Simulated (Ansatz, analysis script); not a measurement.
# Constrained moments in a free-standing square Mo monolayer, spacing 2.904 Å

Aim: the energy that it costs to turn one moment of a free-standing square Mo monolayer, spacing 2.904 Å against the others.

Calculated with Ansatz 0.2.0; PBE, PAW set soft_2.

### 1. Starting point

The cell holds 2 atoms: 2 Mo. Its edges and angles: a = 2.904 Å, b = 5.808 Å, c = 14.000 Å, α = 90.0°, β = 90.0°, γ = 90.0°. An idealised lattice of chosen spacing, in vacuum. Vacuum lies along c.

### 2. The collinear state

First a free collinear run, to see which state the typed moments lead to.

Contents of input.yaml:

```yaml
crystal:
  lattice:
    - [2.904, 0.0, 0.0]
    - [0.0, 5.808, 0.0]
    - [0.0, 0.0, 14.0]
  atoms:
    - { symbol: Mo, position: [0.0, 0.0, 0.5], spin: 1.0 }
    - { symbol: Mo, position: [0.0, 0.5, 0.5], spin: -1.0 }
magnetization:
  spin_polarized: true
kpoints:
  mp_grid: { grid: [8, 4, 1] }
hamiltonian:
  xc: pbe
scf:
  occupations: { method: fermi_dirac, width: 0.1 }
  max_iter: 120
  convergence: { dr2_threshold: 1.0e-08 }
output:
  write_density: true
  write_potential: true
  elf: true
  volumetric_format: npy
```

On the command line:

```sh
ansatz run input.yaml --threads 4 --pin off --max-ram 8192MiB --backend cpu --events-out ev --progress --plain --runs-dir out
```

Numbers of over 12 decimals in the logs are rounded to 6 here.

The log of the run:

```text
Engine: ansatz 0.2.0, aarch64-unknown-linux-gnu
Pseudopotentials: kind: paw
Pseudopotential: Mo, paw, valence charge 14, recommended cutoff 420 eV (normal), Mo.paw.azcp
Functional definition: PBE
  parameter kappa = 0.804
  parameter beta = 0.066725
  exchange = pbe_x(kappa = kappa, mu = beta*pi^2/3)
  correlation = pbe_c(beta = beta)
Crystal: 2 atoms, lattice volume = 236.130 Å³
Basis set: ecut = 420 eV, 4625 PW (Γ)
Bands: 19, of which v1, the nominal top of the filled ones, is band 14 counted from 1 (13 counted from 0)
Symmetry: 8 space group operations
Space group: Pmmm (ITA 47), of the structure as read, at distance tolerance 6.2e-5 Å
Magnetic group: BNS 47.254 (UNI 352), of the structure as read, at distance tolerance 6.2e-5 Å
k-points: 15 of 32
Non-local potential: Mo, projectors of the file, l = 0: 3, l = 1: 2, l = 2: 2, l = 3: 1
PAW form: soft (Blöchl's): semilocal exchange-correlation on the pseudo side does not see the compensation charge
PAW one-centre angular grid: Mo, 590 points (default); XC on 64 Gauss nodes
Initial density: superposition of atomic densities (neutral atoms: chi_scale 0, normalization atom)
Starting moments: Σ|m| = 2 μB on 2 of 2 sites
Starting magnetic order: antiferromagnet; a translation exchanges its spin sublattices: spin-degenerate at every k-point
Initial wavefunctions: pseudopotential atomic-orbital guess
Functional: x = pbe(κ = 0.804, μ = 0.219515), c = pbe(β = 0.066725)
SCF iter   1: F=—  HF=-9904.645644 eV  |F-HF|=—  |Δ(HF+E_count)|=         —  Δρ=1.52e-2 (↑1.52e-2 ↓1.52e-2)  dr2=2.69e0  dr2_m=3.84e-2  M=0.000 μB ∫|m|=2.177 μB  β_m=0.30  ethr=3.10e-3  ⟨swp⟩=5.4  Hψ=1301  notcnv=0
Mixer restart at iter 1: flushing history
preconditioner: auto → LDOS  [metal: Δε(μ)=0.143 eV  Ē_g=2.470 eV  σ=0.100 eV  W_gap=0.32  n_scr=22 (ndim 8)  ℏωp=8.4 eV  f_vac=0.645  D(μ)=3.76/eV (n_scr^D=16)]
spin=Collinear: LDOS preconditioning applied to the charge; magnetization (m = ρ↑ − ρ↓) channel mixes plain (no charge-response kernel on spin).
SCF iter   2: F=—  HF=-9904.268314 eV  |F-HF|=—  |Δ(HF+E_count)|=   3.77e-1  Δρ=1.07e-2 (↑1.07e-2 ↓1.07e-2)  dr2=1.08e0  dr2_m=6.76e-2  M=0.000 μB ∫|m|=2.581 μB  β_m=0.56  ethr=3.10e-3  ⟨swp⟩=2.6  Hψ=579  notcnv=0
SCF iter   3: F=—  HF=-9904.348623 eV  |F-HF|=—  |Δ(HF+E_count)|=   8.03e-2  Δρ=8.03e-3 (↑8.03e-3 ↓8.03e-3)  dr2=3.53e-2  dr2_m=1.25e-1  M=0.000 μB ∫|m|=3.669 μB  β_m=0.78  ethr=3.10e-3  ⟨swp⟩=2.8  Hψ=534  notcnv=0
SCF iter   4: F=—  HF=-9904.431668 eV  |F-HF|=—  |Δ(HF+E_count)|=   8.30e-2  Δρ=2.31e-3 (↑2.31e-3 ↓2.31e-3)  dr2=1.07e-2  dr2_m=9.22e-3  M=0.000 μB ∫|m|=4.401 μB  β_m=0.81  ethr=1.26e-4  ⟨swp⟩=2.2  Hψ=693  notcnv=0
SCF iter   5: F=—  HF=-9904.436005 eV  |F-HF|=—  |Δ(HF+E_count)|=   4.34e-3  Δρ=8.86e-4 (↑8.86e-4 ↓8.86e-4)  dr2=5.55e-4  dr2_m=1.48e-3  M=0.000 μB ∫|m|=4.655 μB  β_m=0.91  ethr=3.82e-5  ⟨swp⟩=2.0  Hψ=513  notcnv=0
SCF iter   6: F=—  HF=-9904.438590 eV  |F-HF|=—  |Δ(HF+E_count)|=   2.58e-3  Δρ=6.26e-4 (↑6.26e-4 ↓6.26e-4)  dr2=1.95e-4  dr2_m=7.90e-4  M=0.000 μB ∫|m|=4.799 μB  β_m=0.95  ethr=1.98e-6  ⟨swp⟩=2.3  Hψ=507  notcnv=0
SCF iter   7: F=—  HF=-9904.440142 eV  |F-HF|=—  |Δ(HF+E_count)|=   1.55e-3  Δρ=3.15e-4 (↑3.15e-4 ↓3.15e-4)  dr2=8.71e-5  dr2_m=2.01e-4  M=0.000 μB ∫|m|=4.997 μB  β_m=0.98  ethr=6.96e-7  ⟨swp⟩=3.3  Hψ=596  notcnv=0
SCF iter   8: F=—  HF=-9904.441175 eV  |F-HF|=—  |Δ(HF+E_count)|=   1.03e-3  Δρ=1.22e-4 (↑1.22e-4 ↓1.22e-4)  dr2=2.46e-5  dr2_m=2.40e-5  M=0.000 μB ∫|m|=5.266 μB  β_m=0.99  ethr=3.11e-7  ⟨swp⟩=3.0  Hψ=763  notcnv=0
SCF iter   9: F=—  HF=-9904.441267 eV  |F-HF|=—  |Δ(HF+E_count)|=   9.25e-5  Δρ=3.07e-5 (↑3.07e-5 ↓3.07e-5)  dr2=2.35e-6  dr2_m=1.12e-6  M=0.000 μB ∫|m|=5.318 μB  β_m=0.99  ethr=8.79e-8  ⟨swp⟩=3.1  Hψ=632  notcnv=0
SCF iter  10: F=—  HF=-9904.441270 eV  |F-HF|=—  |Δ(HF+E_count)|=   2.97e-6  Δρ=1.13e-5 (↑1.13e-5 ↓1.13e-5)  dr2=2.44e-7  dr2_m=2.00e-7  M=0.000 μB ∫|m|=5.324 μB  β_m=0.98  ethr=8.39e-9  ⟨swp⟩=2.0  Hψ=519  notcnv=0
SCF iter  11: F=—  HF=-9904.441271 eV  |F-HF|=—  |Δ(HF+E_count)|=   1.01e-6  Δρ=4.70e-6 (↑4.70e-6 ↓4.70e-6)  dr2=2.43e-8  dr2_m=4.18e-8  M=0.000 μB ∫|m|=5.332 μB  β_m=0.99  ethr=8.72e-10  ⟨swp⟩=3.2  Hψ=646  notcnv=0
SCF iter  12: F=—  HF=-9904.441271 eV  |F-HF|=—  |Δ(HF+E_count)|=   6.46e-7  Δρ=1.30e-6 (↑1.30e-6 ↓1.30e-6)  dr2=4.88e-9  dr2_m=2.29e-9  M=0.000 μB ∫|m|=5.336 μB  β_m=1.00  ethr=8.67e-11  ⟨swp⟩=3.0  Hψ=719  notcnv=0
SCF iter  13: F=-9904.441269 eV  HF=-9904.441269 eV  |F-HF|=2.44e-10  |Δ(HF+E_count)|=   1.15e-6  Δρ=3.38e-7 (↑3.38e-7 ↓3.37e-7)  dr2=3.25e-10  dr2_m=7.23e-11  M=0.000 μB ∫|m|=5.336 μB  ethr=1.74e-11  ⟨swp⟩=2.0  Hψ=1062  notcnv=0
SCF 1 converged in 13 iterations: F = -9904.441269 eV  dr2 = 3.25e-10
  greatest PAW one-centre occupation: 0.999 electrons in one spin orbital (limit 2), on the Mo atom at site 1 (counted from 0), in its partial waves of l = 0
WARN: The output density's exchange-correlation potential varies sharply where the density is thin. Do not read a vacuum level from v_tot or v_xc, or from such a field of the output density. On a cell that repeats whose density bears no net charge and no dipole along the vacuum's axis use v_es (v_loc + v_h of the components); under efield.dipole_correction with no amplitude use v_es + v_field, which holds any externa [...]
SCF converged after 13 iterations
Magnetization: 0.0000 μB (14.0000 up, 14.0000 down)
Absolute magnetization: 5.3360 μB (∫|ρ↑−ρ↓|, with the PAW one-centre terms)
Spin contamination: 2.0683 ħ² per cell (⟨S²⟩ above its minimum at these occupations)
Per-site moments (μB) at R_I (Å): [(2.042745, 1.1979), (-2.042745, 1.1979)]
Free energy (F): -9904.441269 eV
Harris-Foulkes:  -9904.441269 eV  (|F-HF|=2.44e-10)
Internal energy: -9904.307052 eV  (E = F + TS)
E sigma→0 (E₀):  -9904.374161 eV
Entropy (-TS):   -0.134218 eV (-67.109 meV/atom)
Fermi energy:    -1.127381 eV
--- Per-component energies (eV) ---
  E_band       = -706.529013
  E_kinetic    = 868.797606
  E_local      = -9707.538045  (includes V_loc(G=0)·N_el)
  E_nonlocal   = 293.201428
  E_hartree    = 4286.996645
  E_xc         = -357.131230
  E_vxc        = -444.498077  (∫ρ·V_xc dr)
  E_paw        = -6404.550491  (= ΣΔE_a)
  E_vpaw       = -290.486286  (= ΣTr[D̂ρ^β])
  E_aug_tail   = 0.000088  (compensation charges beyond the density's cutoff)
  E_ewald      = 1115.916950
  E_smearing   = -0.134218  (= −TS)
  E_closure    = -0.000003  (closes the sum)
  Σ components = -9904.441269   (vs F -9904.441269, Δ=0.00e0)
--- Band table (eV; the first three rows and the last of 30) ---
  k-point 0 ↑: bands = [... 10 lower, -2.7505, -2.7356, -2.2785, -0.4405, -0.2306, -0.0032, 0.1547, 0.5801, ... 1 higher]
  k-point 1 ↑: bands = [... 10 lower, -2.7720, -2.5525, -2.2724, -0.5213, -0.4581, -0.2798, -0.2261, 0.1040, ... 1 higher]
  k-point 2 ↑: bands = [... 10 lower, -2.5401, -2.2914, -2.1861, -1.6470, -0.9947, -0.2216, -0.0689, -0.0645, ... 1 higher]
  k-point 14 ↓: bands = [... 10 lower, -2.1914, -1.5923, -1.5341, -1.3594, -1.0310, -0.2828, 0.2470, 1.0410, ... 1 higher]
```

The job ended after 6.3 s (4 threads of Arm Neoverse V2, shared host; peak memory 0.56 GiB; 12 s of CPU time).

In the SCF lines HF is the Harris–Foulkes energy and dr2 the Hartree energy of the density residual, in eV; the loop may stop once dr2 is under the threshold and the program's other checks hold. Hψ counts applications of the Hamiltonian.

Spin moment in the atom's sphere by atom:

```csv
atom,spin moment in the atom's sphere (μB)
Mo1,2.04
Mo2,-2.04
```

Tables count atoms from 1; parts of the log count from 0.

The run ends antiferromagnetic, with a net moment of 0 μB a cell. Only this order was typed.

Spin density in the cb plane at fractional x = 0.000, with atoms of Mo within 0.2 Å of it.

Ten even steps from '0' (-0.68 e/Å³) to '9' (0.68 e/Å³), each cell a mean:
```
4444555555555555579989865555555555445555
5555555555555555567887655555555555554444
4445455555555555555665555555555555554455
4454555555555555555555555555555555545555
5544444444444444444444444444444444444444
4544444444444444443223344444444444445445
5555444444444444431111234444444444444444
5555444444444444420010034444444444554444
5555444444444444420010134444444444554444
4444444444444444432112344444444444445555
5554544444444444444334444444444444445544
5545444444444444444444444444444444454444
4455555555555555555555555555555555555555
5455555555555555556776655555555555554554
4444555555555555568888765555555555555555
4444555555555555579989965555555555445555
```
Columns run along c (14.0 Å), rows up along b (5.8 Å). Atoms in or near the plane, at fractional coordinates: Mo at (0.50, 0.00), Mo at (0.50, 0.50).

Valence density in the cb plane at fractional x = 0.000, with atoms of Mo within 0.2 Å of it. It is the smooth field of the valence electrons, not physical close to the nuclei.

Values in e/Å³, 9 rows by 16 columns, each cell a mean:
```
0.0 0.0 0.0 0.0 0.0 0.0 0.1 2.8 3.9 0.3 0.0 0.0 0.0 0.0 0.0 0.0
0.0 0.0 0.0 0.0 0.0 0.0 0.1 0.4 0.6 0.1 0.0 0.0 0.0 0.0 0.0 0.0
0.0 0.0 0.0 0.0 0.0 0.0 0.1 0.3 0.4 0.1 0.0 0.0 0.0 0.0 0.0 0.0
0.0 0.0 0.0 0.0 0.0 0.0 0.1 2.2 3.1 0.3 0.0 0.0 0.0 0.0 0.0 0.0
0.0 0.0 0.0 0.0 0.0 0.0 0.2 3.9 5.1 0.4 0.0 0.0 0.0 0.0 0.0 0.0
0.0 0.0 0.0 0.0 0.0 0.0 0.1 1.3 1.9 0.2 0.0 0.0 0.0 0.0 0.0 0.0
0.0 0.0 0.0 0.0 0.0 0.0 0.1 0.2 0.3 0.1 0.0 0.0 0.0 0.0 0.0 0.0
0.0 0.0 0.0 0.0 0.0 0.0 0.1 0.9 1.2 0.1 0.0 0.0 0.0 0.0 0.0 0.0
0.0 0.0 0.0 0.0 0.0 0.0 0.2 3.6 4.8 0.4 0.0 0.0 0.0 0.0 0.0 0.0
```
Columns run along c (14.0 Å), rows up along b (5.8 Å). Atoms in or near the plane, at fractional coordinates: Mo at (0.50, 0.00), Mo at (0.50, 0.50).

ELF in the cb plane at fractional x = 0.000, with atoms of Mo within 0.2 Å of it. It is the smooth field of the valence electrons, not physical close to the nuclei.

Ten even steps from '0' (0.00) to '9' (0.72), each cell a mean:
```
0000000000000123469989854321000000000000
0000000000000123346998543321000000000000
0000000000000124444554444321000000000000
0000000000000124555444554321000000000000
0000000000000124444444444321000000000000
0000000000000123335776434321000000000000
0000000000000123458999743321000000000000
0000000000000123479859954321000000000000
0000000000000123469989854321000000000000
0000000000000123346998543321000000000000
0000000000000124444554444321000000000000
0000000000000124555444554321000000000000
0000000000000124444444444321000000000000
0000000000000123335776434321000000000000
0000000000000123458999743321000000000000
0000000000000123479859954321000000000000
```
Columns run along c (14.0 Å), rows up along b (5.8 Å). Atoms in or near the plane, at fractional coordinates: Mo at (0.50, 0.00), Mo at (0.50, 0.50).

### 3. Denser mesh

Levels at the Fermi energy are partly filled, so moments and energy differences can hang on the k-mesh, and the state is solved again on a denser one.

input.yaml, the sections that differ from step 2:

```yaml
crystal:
  lattice:
    - [2.904, 0.0, 0.0]
    - [0.0, 5.808, 0.0]
    - [0.0, 0.0, 14.0]
  atoms:
    - { symbol: Mo, position: [0.0, 0.0, 0.5], spin: 2.04 }
    - { symbol: Mo, position: [0.0, 0.5, 0.5], spin: -2.04 }
kpoints:
  mp_grid: { grid: [19, 10, 1] }
basis:
  ecutwfc: 420.0
checkpoint:
  read: start
  write: ck
  compress: false
  write_wavefunctions: false
  write_every: 100000
# magnetization, hamiltonian, scf: as in step 2
# output: removed
```

The log of the run:

```text
[...]
SCF converged after 9 iterations
Magnetization: 0.0000 μB (14.0000 up, 14.0000 down)
Absolute magnetization: 5.1032 μB (∫|ρ↑−ρ↓|, with the PAW one-centre terms)
[...]
Per-site moments (μB) at R_I (Å): [(1.952698, 1.1979), (-1.952694, 1.1979)]
Free energy (F): -9904.450155 eV
[...]
Internal energy: -9904.317889 eV  (E = F + TS)
E sigma→0 (E₀):  -9904.384022 eV
Entropy (-TS):   -0.132266 eV (-66.133 meV/atom)
Fermi energy:    -1.140724 eV
[...]
```

It took 5.2 s on 4 threads; peak memory 0.75 GiB; 20 s of CPU time.

Spin moment in the atom's sphere by atom:

```
atom  spin moment in the atom's sphere (μB)
 Mo1                                   1.95
 Mo2                                  -1.95
```

The run ends antiferromagnetic, with a net moment of 0 μB a cell, against 0 μB on the first mesh.

(Continued in part 2 of 2.)

[Logs and program files are shortened in this print: banners, set-up blocks, solver, clock and traceback lines can be left out without a mark of their own.]

[Logs are printed without paths, hosts, clocks, repeated set-up lines and the standing remarks that a program may print on its own settings, such as how far it seeks lower states.]

[Hosts, paths, dates, database ids (printed as entryN), source tags and the programs' standing remarks are cut or masked in the printed files.]
